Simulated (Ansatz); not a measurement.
# SnH2 (model cell, started as rutile): a soft mode frozen in

Which phase does SnH2 (model cell, started as rutile) fall into along its unstable mode, and how much energy does it gain?

Main program and level: Ansatz 0.2.0; DFT PBE, scalar-relativistic, plane waves, PAW.

The structure was built from a prototype and need not be the compound's stable phase.

### 1. The system as given

Symmetry: P4_2/mnm, No. 136, tetragonal system. Conventional cell: a = 4.858 Å, b = 4.858 Å, c = 3.642 Å, α = 90.00°, β = 90.00°, γ = 90.00°. Nearest to Sn lie 6 H at 2.14 to 2.24 Å. Nearest to H lie 3 Sn at 2.14 to 2.24 Å. Farther neighbours, and contacts between anions beyond the nearest, are not listed.

### 2. Phonons on a q mesh

Stability and thermal properties need the whole zone. Linear response on a 2×2×4 q mesh gives force constants as far as a supercell of that size would.

Input file input.yaml:

```yaml
crystal:
  lattice:
    - [4.8575969519, 0.0, 0.0]
    - [0.0, 4.8575969519, 0.0]
    - [0.0, 0.0, 3.6419952209]
  atoms:
    - { symbol: Sn, position: [0.0, 0.0, 0.0] }
    - { symbol: Sn, position: [0.5, 0.5, 0.5] }
    - { symbol: H, position: [0.3110725174, 0.3110725174, 0.0] }
    - { symbol: H, position: [0.6889274826, 0.6889274826, 0.0] }
    - { symbol: H, position: [0.8110725174, 0.1889274826, 0.5] }
    - { symbol: H, position: [0.1889274826, 0.8110725174, 0.5] }
kpoints:
  mp_grid: { grid: [8, 8, 12] }
hamiltonian:
  xc: pbe
scf:
  occupations: { method: methfessel_paxton, width: 0.2 }
output:
  eigenvalues: true
phonons:
  method: dfpt
  qmesh: [2, 2, 4]
  temperatures: { t_max: 1000, t_step: 50 }
  qpath:
    path:
      - [[0.0, 0.0, 0.0], [0.0, 0.5, 0.0], [0.5, 0.5, 0.0], [0.0, 0.0, 0.0], [0.0, 0.0, 0.5], [0.0, 0.5, 0.5], [0.5, 0.5, 0.5], [0.0, 0.0, 0.5]]
      - [[0.0, 0.5, 0.0], [0.0, 0.5, 0.5]]
      - [[0.5, 0.5, 0.0], [0.5, 0.5, 0.5]]
    npoints: 10
```

The run is started by

```sh
$ ansatz run input.yaml --threads 8 --pin off --max-ram 14336MiB --backend cpu --events-out ev --progress --plain --runs-dir out
```

The program printed:

```text
Warning: phonons: the dynamical matrix that this run interpolates holds no multipole term above the dipole-dipole one, and a site of this crystal is no centre of inversion, so its interpolated transverse optical and acoustic branches and sound speeds can stay off near Gamma, and the density of states and the thermodynamics with them. What a run solves at a wave vector of phonons.qpoints, Gamma apart, where the deck admits one, is free of this, and under fd what a larger phonons.supercell samples
Engine: ansatz 0.2.0, aarch64-unknown-linux-gnu
Pseudopotentials: kind: paw
Pseudopotential: Sn, paw, valence charge 14, recommended cutoff 420 eV (normal), Sn.paw.azcp
Pseudopotential: H, paw, valence charge 1, recommended cutoff 420 eV (normal), H.paw.azcp
Functional definition: PBE
  parameter kappa = 0.804
  parameter beta = 0.066725
  exchange = pbe_x(kappa = kappa, mu = beta*pi^2/3)
  correlation = pbe_c(beta = beta)
Crystal: 6 atoms, lattice volume = 85.937 Å³
Basis set: ecut = 420 eV, 1665 PW (Γ), exchange–correlation on 72×72×60 points (8 copies of the dense FFT grid, shifted against one another)
Bands: 22, of which v1, the nominal top of the filled ones, is band 16 counted from 1 (15 counted from 0)
Symmetry: 16 space group operations
k-points: 105 of 768
Non-local potential: Sn, projectors of the file, l = 0: 2, l = 1: 2, l = 2: 2, l = 3: 2
Non-local potential: H, projectors of the file, l = 0: 2, l = 1: 1
PAW form: soft (Blöchl's): semilocal exchange-correlation on the pseudo side does not see the compensation charge
PAW one-centre angular grid: Sn, 590 points (default); XC on 64 Gauss nodes
PAW one-centre angular grid: H, 110 points (default); XC on 64 Gauss nodes
Initial density: superposition of atomic densities (neutral atoms: chi_scale 0, normalization atom), corrected by the library's trained network
Initial wavefunctions: pseudopotential atomic-orbital guess
Functional: x = pbe(κ = 0.804, μ = 0.219515), c = pbe(β = 0.066725)
SCF iter   1: F=—  HF=-12109.071649 eV  |F-HF|=—  |Δ(HF+E_count)|=         —  Δρ=3.14e-3  dr2=1.05e-2  ethr=1.77e-3  ⟨swp⟩=5.8  Hψ=10977  notcnv=0
preconditioner: auto → Kerker (q_TF=auto, 2.314 Å⁻¹)  [metal: Δε(μ)=0.058 eV  Ē_g=18.854 eV  σ=0.200 eV  W_gap=0.24  n_scr=18 (ndim 8)  ℏωp=22.7 eV  f_vac=0.000  D(μ)=1.24/eV (n_scr^D=4)]
SCF iter   2: F=—  HF=-12109.068323 eV  |F-HF|=—  |Δ(HF+E_count)|=   3.33e-3  S|Δr|=    0.00e0  Δρ=1.62e-3  dr2=2.76e-3  ethr=3.28e-5  ⟨swp⟩=2.1  Hψ=4790  notcnv=0
SCF iter   3: F=—  HF=-12109.067769 eV  |F-HF|=—  |Δ(HF+E_count)|=   5.54e-4  S|Δr|=    0.00e0  Δρ=4.39e-4  dr2=2.60e-4  ethr=8.62e-6  ⟨swp⟩=2.2  Hψ=2716  notcnv=0
SCF iter   4: F=—  HF=-12109.067718 eV  |F-HF|=—  |Δ(HF+E_count)|=   5.15e-5  S|Δr|=    0.00e0  Δρ=2.12e-4  dr2=4.47e-5  ethr=8.14e-7  ⟨swp⟩=3.0  Hψ=4010  notcnv=0
SCF iter   5: F=—  HF=-12109.067722 eV  |F-HF|=—  |Δ(HF+E_count)|=   4.25e-6  S|Δr|=    0.00e0  Δρ=5.29e-5  dr2=1.76e-6  ethr=1.40e-7  ⟨swp⟩=2.0  Hψ=3837  notcnv=0
SCF iter   6: F=—  HF=-12109.067720 eV  |F-HF|=—  |Δ(HF+E_count)|=   1.87e-6  S|Δr|=    0.00e0  Δρ=1.40e-5  dr2=1.43e-7  ethr=5.50e-9  ⟨swp⟩=2.0  Hψ=3896  notcnv=0
SCF iter   7: F=—  HF=-12109.067720 eV  |F-HF|=—  |Δ(HF+E_count)|=   1.67e-8  S|Δr|=    0.00e0  Δρ=2.20e-6  dr2=4.77e-9  ethr=4.46e-10  ⟨swp⟩=2.0  Hψ=3906  notcnv=0
SCF iter   8: F=—  HF=-12109.067720 eV  |F-HF|=—  |Δ(HF+E_count)|=   3.69e-9  S|Δr|=    0.00e0  Δρ=9.01e-7  dr2=9.23e-10  ethr=1.49e-11  ⟨swp⟩=2.0  Hψ=2912  notcnv=0
SCF iter   9: F=—  HF=-12109.067720 eV  |F-HF|=—  |Δ(HF+E_count)|=  5.46e-11  S|Δr|=    0.00e0  Δρ=1.31e-7  dr2=2.67e-11  ethr=2.89e-12  ⟨swp⟩=2.0  Hψ=3903  notcnv=0
SCF iter  10: F=-12109.067720 eV  HF=-12109.067720 eV  |F-HF|=1.09e-11  |Δ(HF+E_count)|=  1.46e-11  S|Δr|=    0.00e0  Δρ=3.40e-8  dr2=1.30e-12  ethr=1.00e-12  ⟨swp⟩=8.3  Hψ=10693  notcnv=0
SCF 1 converged in 10 iterations: F = -12109.067720 eV  dr2 = 1.30e-12
  greatest PAW one-centre occupation: 0.992 electrons in one spin orbital (limit 2), on the Sn atom at site 1 (counted from 0), in its partial waves of l = 2
Initial density: read from a saved state, or passed on in memory by an earlier SCF of this step, an earlier step, the calling program or the single point that the run made first
iter 1 solved again at ethr=3.11e-7 eV; its pass at ethr=3.10e-3 eV (dr2=9.95e-5 eV) is discarded
SCF iter   1: F=—  HF=-12109.067721 eV  |F-HF|=—  |Δ(HF+E_count)|=         —  Δρ=2.23e-6  dr2=3.76e-9  ethr=3.11e-7  ⟨swp⟩=2.8  Hψ=16418  notcnv=0
eigensolver tolerance schedule: the retry pair's looser diagonalisation over-reported the residual by 26461.20 of it (diagonalisation noise at an unbounded share of the residual, at the tolerance the schedule requests for it); recorded, not acted on — ethr = c·dr2/N_el stays at c = 1.0e-1
preconditioner: auto → Kerker (q_TF=auto, 2.314 Å⁻¹)  [metal: Δε(μ)=0.025 eV  Ē_g=18.828 eV  σ=0.200 eV  W_gap=0.11  n_scr=18 (ndim 8)  ℏωp=22.7 eV  f_vac=0.000  D(μ)=1.25/eV (n_scr^D=4)]
SCF iter   2: F=—  HF=-12109.067720 eV  |F-HF|=—  |Δ(HF+E_count)|=   1.26e-6  S|Δr|=    0.00e0  Δρ=1.14e-6  dr2=8.13e-10  ethr=1.17e-11  ⟨swp⟩=4.3  Hψ=5869  notcnv=0
SCF iter   3: F=—  HF=-12109.067720 eV  |F-HF|=—  |Δ(HF+E_count)|=  1.46e-10  S|Δr|=    0.00e0  Δρ=7.48e-7  dr2=3.70e-10  ethr=2.54e-12  ⟨swp⟩=1.0  Hψ=2310  notcnv=0
SCF iter   4: F=—  HF=-12109.067720 eV  |F-HF|=—  |Δ(HF+E_count)|=  9.46e-11  S|Δr|=    0.00e0  Δρ=3.39e-7  dr2=8.54e-11  ethr=1.15e-12  ⟨swp⟩=1.0  Hψ=2314  notcnv=0
SCF iter   5: F=—  HF=-12109.067720 eV  |F-HF|=—  |Δ(HF+E_count)|=  2.73e-11  S|Δr|=    0.00e0  Δρ=2.27e-7  dr2=3.91e-11  ethr=1.00e-12  ⟨swp⟩=1.0  Hψ=2310  notcnv=0
SCF iter   6: F=—  HF=-12109.067720 eV  |F-HF|=—  |Δ(HF+E_count)|=  9.09e-12  S|Δr|=    0.00e0  Δρ=1.30e-7  dr2=1.29e-11  ethr=1.00e-12  ⟨swp⟩=1.0  Hψ=2310  notcnv=0
SCF iter   7: F=-12109.067720 eV  HF=-12109.067720 eV  |F-HF|=3.64e-12  |Δ(HF+E_count)|=  1.82e-12  S|Δr|=    0.00e0  Δρ=1.10e-7  dr2=9.15e-12  ethr=1.00e-12  ⟨swp⟩=1.8  Hψ=3021  notcnv=0
SCF 2 converged in 7 iterations: F = -12109.067720 eV  dr2 = 9.15e-12
phonons: the bands overlap, so this run is a metal and interpolates without the dipole-dipole term. If the crystal is really an insulator or semiconductor, its LO-TO splitting is missing
NSCF: frozen V_eff on 105 k-points
NSCF: frozen V_eff on 238 k-points
DFPT response loops at q = (0, 0, 0) (fractional): preconditioner auto → Kerker (q_TF=auto, 2.314 Å⁻¹) (partly filled bands, converged f_vac=0.000); β = 1.00, the filter's whole step (`scf.mixing.beta` (0.50) is not read by the response loops under this deck's `scf.mixing.preconditioner`; to damp them name `kerker` or `kerker_dos`, under which they read `scf.mixing.beta`, and type it under 1.00, their step now; both keys bind the ground state too); Broyden in place of MSR1
NSCF: frozen V_eff on 816 k-points
DFPT response loops at q = (0, 0, 0.25) (fractional): mixed as the last ones told, above
NSCF: frozen V_eff on 476 k-points
DFPT response loops at q = (0, 0, -0.5) (fractional): mixed as the last ones told, above
NSCF: frozen V_eff on 476 k-points
DFPT response loops at q = (0, -0.5, 0) (fractional): mixed as the last ones told, above
NSCF: frozen V_eff on 816 k-points
DFPT response loops at q = (0, -0.5, 0.25) (fractional): mixed as the last ones told, above
NSCF: frozen V_eff on 476 k-points
DFPT response loops at q = (0, -0.5, -0.5) (fractional): mixed as the last ones told, above
NSCF: frozen V_eff on 476 k-points
DFPT response loops at q = (-0.5, -0.5, 0) (fractional): mixed as the last ones told, above
NSCF: frozen V_eff on 816 k-points
DFPT response loops at q = (-0.5, -0.5, 0.25) (fractional): mixed as the last ones told, above
NSCF: frozen V_eff on 476 k-points
DFPT response loops at q = (-0.5, -0.5, -0.5) (fractional): mixed as the last ones told, above
SCF converged after 10 iterations
Stability not checked: this state was not tested for a lower state beside it, because cold or Methfessel-Paxton smearing, or corrected tetrahedra, fill the levels in a way that the test cannot read (fill_not_monotonic; see scf.lower_state_search)
Free energy (F): -12109.067720 eV
Harris-Foulkes:  -12109.067720 eV  (|F-HF|=1.09e-11)
Internal energy: -12109.069345 eV  (E = F + TS)
E sigma→0 (E₀):  -12109.068126 eV
Entropy (-TS):   0.001625 eV (0.271 meV/atom)
Fermi energy:    6.895419 eV
--- Per-component energies (eV) ---
  E_band       = -282.055523
  E_kinetic    = 421.490338
  E_local      = -2210.347008  (includes V_loc(G=0)·N_el)
  E_nonlocal   = -60.262016
  E_hartree    = 1254.335674
  E_xc         = -800.154407
  E_vxc        = -236.766980  (∫ρ·V_xc dr)
  E_paw        = -8269.598129  (= ΣΔE_a)
  E_vpaw       = -704.836983  (= ΣTr[D̂ρ^β])
  E_aug_tail   = -0.004216  (compensation charges beyond the density's cutoff)
  E_ewald      = -2444.529580
  E_smearing   = 0.001625  (= −TS)
  E_closure    = 0.000000  (closes the sum)
  Σ components = -12109.067720   (vs F -12109.067720, Δ=0.00e0)
--- Band table (eV; the first three rows and the last of 105) ---
  k-point 0: bands = [... 12 lower, 1.4516, 1.4516, 4.8987, 8.2632, 8.8632, 9.2457, 9.2457, 11.3586, ... 2 higher]
  k-point 1: bands = [... 12 lower, 1.5200, 1.5200, 4.3957, 8.5324, 8.9366, 9.2945, 9.2945, 9.9684, ... 2 higher]
  k-point 2: bands = [... 12 lower, 1.7182, 1.7182, 3.3133, 8.3856, 9.0210, 9.1570, 9.3599, 9.3599, ... 2 higher]
  k-point 104: bands = [... 12 lower, 1.7839, 1.7839, 2.1277, 2.1277, 5.7684, 5.7684, 12.2162, 12.2162, ... 2 higher]
--- Phonons (Γ-DFPT): 4 representative perturbations + reference (Σ response iterations 12) ---
  ASR residual: 2.403e-5 → 0.000e0 eV/Å²; symmetrization residual: 5.512e-7 eV/Å²
  ASR residual per site (eV/Å²): 2.40e-5 2.40e-5 2.87e-6 2.87e-6 2.87e-6 2.87e-6
  Γ frequencies (cm⁻¹): -557.38 -342.61 0.00 0.00 0.00 72.08 97.54 97.54 237.18 237.18 265.76 450.48 450.48 570.75 570.75 621.38 658.08 976.83
--- Phonons (arbitrary-q DFPT): 9 irreducible q on the 2×2×4 mesh ---
  q = [0.0000, 0.0000, 0.0000] (star 1, of the zone-centre solve; hermiticity 2.91e-7, symmetrization 8.05e-12): -557.38 -342.61 -0.00 0.00 0.00 72.08 97.54 97.54 237.18 237.18 265.76 450.48 450.48 570.75 570.75 621.38 658.08 976.83
  q = [0.0000, 0.0000, 0.2500] (star 2, 4 solved perturbations in 1320 linear systems a pass and spin channel, the states on 408 of 768 k-point pairs; hermiticity 2.40e-7, symmetrization 1.41e-11): -463.02 -426.38 -426.38 -289.81 34.96 34.96 92.36 110.22 110.47 110.47 265.28 420.35 420.35 568.35 568.76 568.76 689.70 956.75
  q = [0.0000, 0.0000, -0.5000] (star 1, 4 solved perturbations in 770 linear systems a pass and spin channel, the states on 238 of 768 k-point pairs; hermiticity 1.19e-7, symmetrization 6.40e-12): -804.78 -804.78 65.52 65.52 75.38 75.38 136.05 136.05 140.10 140.10 344.47 344.47 475.02 475.02 552.75 552.75 825.68 825.68
  q = [0.0000, -0.5000, 0.0000] (star 2, 6 solved perturbations on 238 of 768 k-point pairs; hermiticity 3.94e-7, symmetrization 7.37e-13): -345.82 -345.82 40.36 40.36 53.02 53.02 73.98 73.98 225.91 225.91 361.79 361.79 540.61 540.61 586.54 586.54 798.23 798.23
  q = [0.0000, -0.5000, 0.2500] (star 4, 6 solved perturbations on 408 of 768 k-point pairs; hermiticity 4.16e-7, symmetrization 8.71e-13): -382.68 -382.68 41.33 41.33 55.46 55.46 108.40 108.40 277.13 277.13 365.07 365.07 522.24 522.24 564.92 564.92 841.59 841.59
  q = [0.0000, -0.5000, -0.5000] (star 2, 6 solved perturbations on 238 of 768 k-point pairs; hermiticity 1.94e-7, symmetrization 9.28e-13): -722.06 -722.06 -30.22 -30.22 66.47 66.47 115.88 115.88 323.21 323.21 347.27 347.27 463.81 463.81 472.40 472.40 887.64 887.64
  q = [-0.5000, -0.5000, 0.0000] (star 1, 4 solved perturbations in 770 linear systems a pass and spin channel, the states on 238 of 768 k-point pairs; hermiticity 2.93e-7, symmetrization 1.69e-11): -442.86 -442.86 -4.79 -4.79 43.60 43.60 78.02 78.02 233.57 233.57 382.39 382.39 463.00 463.00 522.24 522.24 870.99 870.99
  q = [-0.5000, -0.5000, 0.2500] (star 2, 4 solved perturbations in 1320 linear systems a pass and spin channel, the states on 408 of 768 k-point pairs; hermiticity 3.24e-7, symmetrization 5.79e-12): -358.21 -358.21 -325.14 -325.14 48.64 48.64 94.39 94.39 95.43 95.43 429.51 429.51 461.99 461.99 551.23 551.23 843.48 843.48
  q = [-0.5000, -0.5000, -0.5000] (star 1, 4 solved perturbations in 770 linear systems a pass and spin channel, the states on 238 of 768 k-point pairs; hermiticity 2.26e-7, symmetrization 1.67e-12): -793.57 -793.57 48.94 48.94 81.22 81.22 129.73 129.73 256.85 256.85 412.53 412.53 501.86 501.86 534.90 534.90 838.34 838.34
  sum rule: each row above includes the acoustic sum rule's correction from the zone centre's row sums; it moved no ω² by more than (0.96 cm⁻¹)²
  mesh force constants: q→R imaginary residual 1.40e-17; ASR residual 2.403e-5 → 0.000e0 eV/Å²; symmetrization residual 3.553e-15 eV/Å²
  interpolated dispersion: 93 rows × 18 modes
  density of states and harmonic sums: on the 14×14×20 q-mesh, interpolated from the force constants of a 2×2×4 supercell (no non-analytic term)
  largest difference from the sums on the solved wave vectors: F 3.41e-2 eV, S 3.26e-5 and C_V 8.23e-6 eV/K
  zero-point energy: 0.325762 eV/cell   skipped modes (ω ≤ 0): 1209, of them read as no rigid motion or as one in doubt: 1206 (3.085e0 modes/cell left out, lowest -804.78 cm⁻¹)   left out of the sums: 1.71e-1 of the cell's modes: C_V's classical limit lies that fraction below 3 k_B per atom; for a crystal, a wire or a layer, F and S can be off by more, and a phonons.interpolated_qmesh denser along its periods is the remedy for the sampling
```

The job ended after 8.1 min (8 threads of Arm Neoverse N1, shared host; peak memory 2.1 GiB; 62 min of CPU time).

Read from the output:

| Quantity | Value |
| --- | --- |
| volume per atom | 14.32 Å³ |
| gap on the k-mesh | 0 eV |
| sum-rule residual before enforcement | 2.40e-5 eV/Å² |
| lowest frequency on the path | -804.8 cm⁻¹ |
| point group | 4/mmm |
| highest frequency on path, mesh or solved points | 976.8 cm⁻¹ |
| highest optical mode at the zone centre (no LO-TO term) | 976.8 cm⁻¹ |
| lowest optical zone-centre mode | -557.4 cm⁻¹ |
| lowest mode on the q mesh (acoustic modes at Γ apart) | -804.8 cm⁻¹ |

Frequencies (cm⁻¹) solved at each irreducible wavevector; negative means imaginary. Frequencies by wavevector, by row:

| q in reciprocal lattice units | star | mode 1 | mode 2 | mode 3 | mode 4 | mode 16 | mode 17 | mode 18 |
| --- | --- | --- | --- | --- | --- | --- | --- | --- |
| 0 0 0 | 1 | -557.4 | -342.6 | 0 | 0 | 621.4 | 658.1 | 976.8 |
| 0 0 0.25 | 2 | -463 | -426.4 | -426.4 | -289.8 | 568.8 | 689.7 | 956.8 |
| 0 0 -0.5 | 1 | -804.8 | -804.8 | 65.5 | 65.5 | 552.8 | 825.7 | 825.7 |
| 0 -0.5 0 | 2 | -345.8 | -345.8 | 40.4 | 40.4 | 586.5 | 798.2 | 798.2 |
| 0 -0.5 0.25 | 4 | -382.7 | -382.7 | 41.3 | 41.3 | 564.9 | 841.6 | 841.6 |
| 0 -0.5 -0.5 | 2 | -722.1 | -722.1 | -30.2 | -30.2 | 472.4 | 887.6 | 887.6 |
| -0.5 -0.5 0 | 1 | -442.9 | -442.9 | -4.8 | -4.8 | 522.2 | 871 | 871 |
| -0.5 -0.5 0.25 | 2 | -358.2 | -358.2 | -325.1 | -325.1 | 551.2 | 843.5 | 843.5 |
| -0.5 -0.5 -0.5 | 1 | -793.6 | -793.6 | 48.9 | 48.9 | 534.9 | 838.3 | 838.3 |

Interpolated from a 2×2×4 q mesh. The phonon branches at the labelled points (cm⁻¹):

| point | branch 1 | branch 2 | branch 3 | branch 4 | branch 15 | branch 16 | branch 17 | branch 18 |
| --- | --- | --- | --- | --- | --- | --- | --- | --- |
| Γ | -557 | -343 | 0 | 0 | 571 | 621 | 658 | 977 |
| halfway | -486 | -315 | -40 | 17 | 580 | 597 | 627 | 940 |
| X | -346 | -346 | 40 | 40 | 586 | 586 | 798 | 798 |
| halfway | -397 | -397 | 40 | 40 | 555 | 555 | 836 | 836 |
| M | -443 | -443 | -5 | -5 | 522 | 522 | 871 | 871 |
| halfway | -460 | -337 | -22 | 22 | 566 | 576 | 672 | 928 |
| Γ | -557 | -343 | 0 | 0 | 571 | 621 | 658 | 977 |
| halfway | -463 | -426 | -426 | -290 | 569 | 569 | 690 | 957 |
| Z | -805 | -805 | 66 | 66 | 553 | 553 | 826 | 826 |
| halfway | -763 | -763 | 65 | 65 | 492 | 492 | 863 | 863 |
| R | -722 | -722 | -30 | -30 | 472 | 472 | 888 | 888 |
| halfway | -756 | -756 | 58 | 58 | 510 | 510 | 868 | 868 |
| A | -794 | -794 | 49 | 49 | 535 | 535 | 838 | 838 |
| halfway | -768 | -747 | -47 | 60 | 489 | 540 | 834 | 892 |
| Z | -805 | -805 | 66 | 66 | 553 | 553 | 826 | 826 |
| jump to X | -346 | -346 | 40 | 40 | 586 | 586 | 798 | 798 |
| halfway | -383 | -383 | 41 | 41 | 565 | 565 | 842 | 842 |
| R | -722 | -722 | -30 | -30 | 472 | 472 | 888 | 888 |
| jump to M | -443 | -443 | -5 | -5 | 522 | 522 | 871 | 871 |
| halfway | -358 | -358 | -325 | -325 | 551 | 551 | 844 | 844 |
| A | -794 | -794 | 49 | 49 | 535 | 535 | 838 | 838 |

Symmetry leaves 9 wavevectors to solve. The lowest mode among them, the acoustic zeros apart, lies at q = (0, 0, -0.5) and is imaginary, 804.8i cm⁻¹, so the energy falls along it.

### 3. The mode frozen in, largest atomic shift 0 Å

The mode followed lies at q = (0, 0, -0.5) with frequency 804.8i cm⁻¹ and is 2-fold degenerate, the softest among the wavevectors solved. At small amplitude the pattern taken leaves space group no. 96 by a symmetry search on the positions. The undistorted cell that holds it gives the zero of energy on the same k mesh.

System of this step: SnH2 (model cell, started as rutile). It takes space group P4_2/mnm (No. 136, tetragonal). The conventional cell has a = 4.858 Å, b = 4.858 Å, c = 3.642 Å, α = 90.00°, β = 90.00°, γ = 90.00°. Sn has 6 H at 2.14 to 2.24 Å nearest. Nearest to H lie 3 Sn at 2.14 to 2.24 Å. Farther neighbours, and contacts between anions beyond the nearest, are not listed.

Input file input.yaml:

```yaml
crystal:
  lattice:
    - [4.8575969519, 0.0, 0.0]
    - [0.0, 4.8575969519, 0.0]
    - [0.0, 0.0, 7.2839904417]
  atoms:
    - { symbol: Sn, position: [0.0, 0.0, 0.0] }
    - { symbol: Sn, position: [0.0, 0.0, 0.5] }
    - { symbol: Sn, position: [0.5, 0.5, 0.25] }
    - { symbol: Sn, position: [0.5, 0.5, 0.75] }
    - { symbol: H, position: [0.3110725174, 0.3110725174, 0.0] }
    - { symbol: H, position: [0.3110725174, 0.3110725174, 0.5] }
    - { symbol: H, position: [0.6889274826, 0.6889274826, 0.0] }
    - { symbol: H, position: [0.6889274826, 0.6889274826, 0.5] }
    - { symbol: H, position: [0.8110725174, 0.1889274826, 0.25] }
    - { symbol: H, position: [0.8110725174, 0.1889274826, 0.75] }
    - { symbol: H, position: [0.1889274826, 0.8110725174, 0.25] }
    - { symbol: H, position: [0.1889274826, 0.8110725174, 0.75] }
kpoints:
  mp_grid: { grid: [8, 8, 6] }
hamiltonian:
  xc: pbe
scf:
  occupations: { method: methfessel_paxton, width: 0.2 }
output:
  forces: true
  stress: true
  eigenvalues: true
```

The program printed:

```text
[...]
Crystal: 12 atoms, lattice volume = 171.875 Å³
Basis set: ecut = 420 eV, 3373 PW (Γ), exchange–correlation on 72×72×100 points (8 copies of the dense FFT grid, shifted against one another)
Bands: 44, of which v1, the nominal top of the filled ones, is band 32 counted from 1 (31 counted from 0)
Symmetry: 32 space group operations
[...]
k-points: 60 of 384
[...]
k-point 0: bands = [... 28 lower, 3.2049, 3.2049, 4.8987, 7.3240, 7.3240, 8.2631, 8.8631, 9.2457, ... 8 higher]
  k-point 1: bands = [... 28 lower, 2.7099, 4.2618, 4.3957, 7.5795, 7.5795, 8.5324, 8.9366, 9.2945, ... 8 higher]
  k-point 2: bands = [... 28 lower, 2.3862, 3.3133, 5.4897, 8.2360, 8.2360, 8.3856, 9.0210, 9.1569, ... 8 higher]
  k-point 59: bands = [... 28 lower, 4.4762, 4.4762, 4.4762, 4.4762, 7.8669, 7.8669, 7.8669, 7.8669, ... 8 higher]
[key lines of the parts left out:]
SCF converged after 7 iterations
Free energy (F): -24218.135440 eV
Fermi energy:    6.895391 eV
P = ⅓ Tr σ = 0.0005 GPa (0.005 kbar)
```

The job ended after 6.9 s (8 threads; peak memory 0.83 GiB; 52 s of CPU time).

This step gave:

| Property | Result |
| --- | --- |
| pressure | 4.56e-4 GPa |
| energy from the undistorted cell | 0 meV/atom |

The run ends at a pressure of 0.00 GPa.

[end of part 1 of 2]

[Long decimals in the printed logs are rounded to 6 places.]

[Logs are printed without paths, hosts, clocks, repeated set-up lines and the standing remarks that a program may print on its own settings, such as how far it seeks lower states.]

[Hosts, paths, dates, database ids (printed as entryN), source tags and the programs' standing remarks are cut or masked in the printed files.]

[Where the starting crystal was built by hand or by swapping elements, it need not be the compound's stable phase.]
